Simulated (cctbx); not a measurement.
**YNiTe2: solution and refinement**

Cell a = 4.2510 Å, b = 4.2510 Å, c = 6.7920 Å, α = 90.00°, β = 90.00°, γ = 120.00°; space group P-3m1 (no. 164); content Te2 Y1 Ni1.

The data are simulated with cctbx, not measured: Ga Kα, λ = 1.3414 Å, to d = 0.83 Å, 70 % of the full sphere, strongest reflection 20000 counts, noise from counting, a 6 % proportional error and a noise floor of 4 counts (s.d.); no absorption.

1 earlier start (other random phases, and plain and normalised amplitudes in turn) led nowhere (symmetry correlation 0.88).

Charge flipping in P1 on plain amplitudes to 0.83 Å, δ = 1.1 σ, 20 % of the reflections treated as weak, 300 cycles:

```text
cycle      R  skewness
    0  0.560     0.45
   25  0.269     4.31
   50  0.226     4.05
   75  0.232     3.88
  100  0.252     4.03
  125  0.263     3.89
  150  0.240     4.11
  175  0.244     4.03
  200  0.229     3.91
  225  0.217     3.83
  250  0.233     3.80
  275  0.233     3.73
origin shift          correlation  skewness
 0.426  0.187  0.037      0.782      5.56
 0.102  0.526  0.170      0.765      4.75
 0.757  0.848  0.400      0.767      4.96
 0.804  0.421  0.196      0.817      0.32
taken: symmetry correlation 0.782, skewness 5.56
peak      x       y       z  mult  height/sigma
Q1    0.0000  0.0000  0.5000    1     13.7
Q2    0.3333  0.6667  0.7706    2     13.5
Q3    0.0000  0.0000  0.0000    1      6.1
Q4    0.3333  0.6667  0.9817    2      2.1
Q5    0.3333  0.6667  0.2410    2      1.5
Q6    0.0000  0.0000  0.3236    2      1.5
Q7    0.1660  0.3320  0.0275    6      1.4
Q8    0.0587  0.5294  0.5974    6      1.4
```

The origin is taken among those within 0.04 of the best correlation, by the skewness of the map.

Run time: 0.34 s on 1 thread of Arm Neoverse V2, on a shared host, peak memory 0.07 GiB.

Q: Assign the peaks.

Heights follow Z only loosely here, so the multiplicities, which must add up to the content, decide. First model: Q1 = Y1 (1 in the cell, height 13.7), Q2 = Te1 (2 in the cell, height 13.5) and Q3 = Ni1 (1 in the cell, height 6.1). Against the true structure, Q1 is Y, Q2 is Te and Q3 is Ni; the other peaks are not atoms.

Least squares on F², isotropic:

```text
Rint 0.046, 97 unique reflections to 0.83 A
cycle     R1     wR2    GooF  max shift (A)
   1  0.2143  0.5112  16.318   0.05443
   2  0.0109  0.0247   0.787   0.00000
final R1 0.0109 wR2 0.0247 GooF 0.787  parameters 4  data/parameter 24.2
atom        x        y        z      Ueq    occ   su(xyz)  su(Uiso or U11)
Y1     0.00000  0.00000  0.50000   0.0028  1.000  0.00000  0.0002
Te1    0.33333  0.66667  0.76259   0.0030  1.000  0.00004  0.0002
Ni1    0.00000  0.00000  0.00000   0.0047  1.000  0.00000  0.0002
difference map: max 0.50 min -0.81 rms 0.15
Q1    0.3333  0.6667  0.2459    2    0.51  2.45 A from Te1
Q2    0.0000  0.5000  0.0000    3    0.44  2.03 A from Te1
Q3    0.1346  0.2692  0.9427    6    0.42  1.06 A from Ni1
Q4    0.0000  0.0000  0.1609    2    0.35  1.09 A from Ni1
Q5    0.1523  0.3046  0.7921    6    0.33  1.35 A from Te1
```

Anisotropic refinement:

```text
Rint 0.046, 97 unique reflections to 0.83 A
cycle     R1     wR2    GooF  max shift (A)
   1  0.0109  0.0252   0.817   0.00003
   2  0.0108  0.0244   0.792   0.00000
final R1 0.0108 wR2 0.0244 GooF 0.792  parameters 7  data/parameter 13.9
atom        x        y        z      Ueq    occ   su(xyz)  su(Uiso or U11)
Y1     0.00000  0.00000  0.50000   0.0028  1.000  0.00000  0.0003
Te1    0.33333  0.66667  0.76259   0.0030  1.000  0.00004  0.0002
Ni1    0.00000  0.00000  0.00000   0.0047  1.000  0.00000  0.0003
difference map: max 0.48 min -0.81 rms 0.14
Q1    0.3333  0.6667  0.2466    2    0.48  2.46 A from Te1
Q2    0.0000  0.5000  0.0000    3    0.44  2.03 A from Te1
Q3    0.1351  0.2703  0.9407    6    0.41  1.07 A from Ni1
Q4    0.0000  0.0000  0.1605    2    0.34  1.09 A from Ni1
Q5    0.1555  0.3110  0.7926    6    0.34  1.33 A from Te1
Q6    0.0807  0.3957  0.6233   12    0.33  1.46 A from Te1
```

**Reading.** The refinement ends at R1 = 0.0108, wR2 = 0.0244, GooF = 0.79, with difference density between -0.81 and 0.48 e/Å³. Every site matches the true model in element, within 0.001 Å r.m.s., up to an allowed shift of origin.

True model:

```
atom  mult.    x    y       z  Ueq (Å²)
 Te1      2  2/3  1/3  0.7374    0.0035
  Y1      1    0    0       0    0.0034
 Ni1      1    0    0     1/2    0.0050
```

The model is made up (kin elements in a known structure type, no relaxation), so it says nothing on whether the phase exists.

[Middle refinement cycles are left out of these outputs.]

[Logs are printed without paths, hosts, clocks, repeated set-up lines and the standing remarks that a program may print on its own settings, such as how far it seeks lower states.]
